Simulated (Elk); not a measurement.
# Collinear magnetic orders of CrIr3 with Elk

Does CrIr3 prefer parallel or opposed moments, or none?

Method: LDA (Perdew-Wang); all-electron APW+lo, Dirac cores, scalar-relativistic bands, in Elk 11.2.3 (patched build).

This is a report of a sequence of runs, with most program output left out.

## Step 1: Set-up

Symmetry: Pm-3m, No. 221, cubic system. The conventional cell has a = 3.814 Å, b = 3.814 Å, c = 3.814 Å, α = 90.00°, β = 90.00°, γ = 90.00°. Nearest to Cr lie 12 Ir at 2.70 Å. Nearest to Ir lie 4 Cr at 2.70 Å and 8 Ir at 2.70 Å. Farther neighbours are not listed.

Coordinates:

```cif
data_structure
_symmetry_space_group_name_H-M 'Pm-3m'
_symmetry_Int_Tables_number 221
_cell_length_a 3.8141
_cell_length_b 3.8141
_cell_length_c 3.8141
_cell_angle_alpha 90.000
_cell_angle_beta 90.000
_cell_angle_gamma 90.000
_cell_volume 55.49
loop_
_atom_site_label
_atom_site_type_symbol
_atom_site_symmetry_multiplicity
_atom_site_Wyckoff_symbol
_atom_site_fract_x
_atom_site_fract_y
_atom_site_fract_z
_atom_site_occupancy
Cr1 Cr 1 a 0.00000 0.00000 0.00000 1
Ir1 Ir 3 c 0.00000 0.50000 0.50000 1
```

The cell comes from a database of computed structures and need not be the stable phase.

## Step 2: Order 1, typed as ferro +

The parallel start comes first: it fits the smallest cell, keeps the most symmetry and shows whether parallel moments form.

The last three numbers of an atom's line are a seed field in its sphere. It points against the wanted moment and shrinks by the factor reducebf each loop.

elk.in reads:

```
tasks
  0

xctype
  3

rgkmax
  7.0

nempty
  8

swidth
  0.003

reducebf
  0.5

epsengy
  1e-05

maxscl
  100

lmaxi
  2

spinpol
  .true.

sppath
  './'

avec
  7.20767511283 0.00000000000 0.00000000000
  0.00000000000 7.20767511283 0.00000000000
  0.00000000000 0.00000000000 7.20767511283

atoms
  2
  'Cr.in'
  1
  0.0000000000 0.0000000000 0.0000000000   0.000000 0.000000 -0.187500
  'Ir.in'
  3
  0.0000000000 0.5000000000 0.5000000000   0.000000 0.000000 0.000000
  0.5000000000 0.5000000000 0.0000000000   0.000000 0.000000 0.000000
  0.5000000000 0.0000000000 0.5000000000   0.000000 0.000000 0.000000

ngridk
  6 6 6
```

Run with:

```sh
$ OMP_NUM_THREADS=4 elk
```

The job ended after 77 s (4 threads of Arm Neoverse V1, shared host; peak memory 0.38 GiB).

Spin moment in the muffin-tin sphere by atom:

| atom | spin moment in the muffin-tin sphere (μB) |
| --- | --- |
| Cr1 | 1.45 |
| Ir2 | -0.12 |
| Ir3 | -0.12 |
| Ir4 | -0.12 |

This step gave:

| Quantity | Value |
| --- | --- |
| density of states at the Fermi level | 4.541 states/eV/cell |
| moment between the spheres | 0.03809 μB |
| magnetization | 1.127 μB |
| final state | ferromagnetic |

After 24 cycles the largest moment stands at 1.45 μB.

## Step 3: Start 2: antiferro q=(1/2,1/2,1/2) +-

Reversing part of the moments tests the sign of the couplings between them.

This order needs a doubled cell of 8 atoms. Its mesh is chosen so that both cells sample the same points.

elk.in reads:

```
tasks
  0

xctype
  3

rgkmax
  7.0

nempty
  8

swidth
  0.003

reducebf
  0.5

epsengy
  1e-05

maxscl
  100

lmaxi
  2

spinpol
  .true.

sppath
  './'

avec
  14.41535022565 0.00000000000 0.00000000000
  7.20767511283 7.20767511283 0.00000000000
  7.20767511283 0.00000000000 7.20767511283

atoms
  2
  'Cr.in'
  2
  0.0000000000 0.0000000000 0.0000000000   0.000000 0.000000 -0.187500
  0.5000000000 0.0000000000 0.0000000000   0.000000 0.000000 0.187500
  'Ir.in'
  6
  0.5000000000 0.5000000000 0.5000000000   0.000000 0.000000 0.000000
  0.0000000000 0.5000000000 0.5000000000   0.000000 0.000000 0.000000
  0.0000000000 0.5000000000 0.0000000000   0.000000 0.000000 0.000000
  0.5000000000 0.5000000000 0.0000000000   0.000000 0.000000 0.000000
  0.0000000000 0.0000000000 0.5000000000   0.000000 0.000000 0.000000
  0.5000000000 0.0000000000 0.5000000000   0.000000 0.000000 0.000000

ngridk
  3 6 6
```

Run with:

```sh
$ OMP_NUM_THREADS=4 elk
```

The job ended after 4.5 min (4 threads; peak memory 0.61 GiB).

Spin moment in the muffin-tin sphere by atom:

| atom | spin moment in the muffin-tin sphere (μB) |
| --- | --- |
| Cr1 | 1.14 |
| Cr2 | -1.14 |
| Ir3 | 0.00 |
| Ir4 | 0.00 |
| Ir5 | 0.00 |
| Ir6 | 0.00 |
| Ir7 | 0.00 |
| Ir8 | 0.00 |

Read from the output:

```
density of states at the Fermi level : 9.990 states/eV/cell
moment between the spheres           : 0 μB
magnetization                        : 0 μB
final state                          : antiferromagnetic
```

It lies 56.4 meV a seeded atom over the first start, and its largest moment is 1.14 μB against 1.45 μB.

## Step 4: Run 3 (no spin polarisation)

A run without seeds gives the energy of the state without moments.

elk.in reads:

```
tasks
  0

xctype
  3

rgkmax
  7.0

nempty
  8

swidth
  0.003

epsengy
  1e-05

maxscl
  100

lmaxi
  2

sppath
  './'

avec
  7.20767511283 0.00000000000 0.00000000000
  0.00000000000 7.20767511283 0.00000000000
  0.00000000000 0.00000000000 7.20767511283

atoms
  2
  'Cr.in'
  1
  0.0000000000 0.0000000000 0.0000000000   0.000000 0.000000 0.000000
  'Ir.in'
  3
  0.0000000000 0.5000000000 0.5000000000   0.000000 0.000000 0.000000
  0.5000000000 0.5000000000 0.0000000000   0.000000 0.000000 0.000000
  0.5000000000 0.0000000000 0.5000000000   0.000000 0.000000 0.000000

ngridk
  6 6 6
```

Run with:

```sh
$ OMP_NUM_THREADS=4 elk
```

The job ended after 11 s (4 threads; peak memory 0.14 GiB; 38 s of CPU time).

Read from the output:

| Property | Result |
| --- | --- |
| density of states at the Fermi level | 4.498 states/eV/cell |
| final state | non-magnetic (no spin polarisation) |

It lies 70.5 meV a seeded atom over the first start.

## Step 5: Ranking

These are free energies at a smearing of 0.0816 eV, so its entropy term is in the differences. They are divided by the number of seeded atoms, so that cells of unlike size compare. Wavevectors q in the names are fractions of the reciprocal vectors of the first run's cell.

Orders:

| start | final state | typed order kept | energy over the lowest (meV a seeded atom) | largest sphere moment (μB) | net moment (μB a primitive cell) | DOS at the Fermi level (states/eV a primitive cell) | mesh matched | CPU time (s) |
| --- | --- | --- | --- | --- | --- | --- | --- | --- |
| ferro + | ferromagnetic | yes | 0 | 1.449 | 1.127 | 4.541 | yes | 295.2 |
| antiferro q=(1/2,1/2,1/2) +- | antiferromagnetic | yes | 56.42 | 1.143 | 0 | 4.995 | yes | 927.3 |
| no spin polarisation | non-magnetic | - | 70.47 | 0 | 0 | 4.498 | yes | 38 |

## Step 6: Spin–orbit coupling

Orbital moments arise only with spin–orbit coupling, and measured moments hold them.

The run goes on from the saved lowest state, with the moments along the z axis of the cell.

Changes to elk.in since step 4:

```diff
@@ -1,3 +1,4 @@
 tasks
-  0
+  1
+  15
 
@@ -15,2 +16,5 @@
 
+reducebf
+  0.5
+
 epsengy
@@ -22,3 +26,12 @@
 lmaxi
-  2
+  3
+
+spinpol
+  .true.
+
+spinorb
+  .true.
+
+cmagz
+  .true.
 
@@ -36,3 +49,3 @@
   1
-  0.0000000000 0.0000000000 0.0000000000   0.000000 0.000000 0.000000
+  0.0000000000 0.0000000000 0.0000000000   0.000000 0.000000 -0.000187
   'Ir.in'
```

Run with:

```sh
$ OMP_NUM_THREADS=4 elk
```

Elapsed: 3.9 min, on 4 threads; peak memory 0.49 GiB; 15 min of CPU time.

Spin moment in the muffin-tin sphere by atom:

| atom | spin moment in the muffin-tin sphere (μB) |
| --- | --- |
| Cr1 | 1.49 |
| Ir2 | -0.12 |
| Ir3 | -0.11 |
| Ir4 | -0.12 |

This step gave:

* density of states at the Fermi level: 4.401 states/eV/cell
* moment between the spheres: 0.04154 μB
* magnetization: 1.180 μB
* final state: ferromagnetic

Orbital moment <L> in the sphere by atom:

| atom | x (μB) | y (μB) | z (μB) | size |
| --- | --- | --- | --- | --- |
| Cr1 | 0.0000 | 0.0000 | 0.0614 | 0.0614 |
| Ir2 | 0.0000 | 0.0000 | -0.0316 | 0.0316 |
| Ir3 | 0.0000 | 0.0000 | -0.0433 | 0.0433 |
| Ir4 | 0.0000 | 0.0000 | -0.0316 | 0.0316 |

## Step 7: Outcome

| Item | Value |
| --- | --- |
| lowest state found | ferromagnetic (typed ferro +) |
| largest site moment | 1.45 μB |
| next state | antiferromagnetic, 56.4 meV a seeded atom higher |
| energy gained by spin polarisation | 70.5 meV a seeded atom |
| with spin–orbit coupling: largest spin moment and its orbital moment | 1.49 and 0.0614 μB |

**Reading.** The lowest state found is ferromagnetic, reached from the start ferro +, with moments up to 1.45 μB. The next state costs 56 meV a seeded atom. The orbital moment is parallel to the spin. This is the lowest of 3 finished starts, no proof of the ground state.

[Logs and program files are shortened in this print: banners, set-up blocks, solver, clock and traceback lines can be left out without a mark of their own.]

[Logs are printed without paths, hosts, clocks, repeated set-up lines and the standing remarks that a program may print on its own settings, such as how far it seeks lower states.]

[Hosts, paths, dates, database ids (printed as entryN), source tags and the programs' standing remarks are cut or masked in the printed files.]

[Where a cell is said to come from a database of computed structures, the database is the Materials Project.]
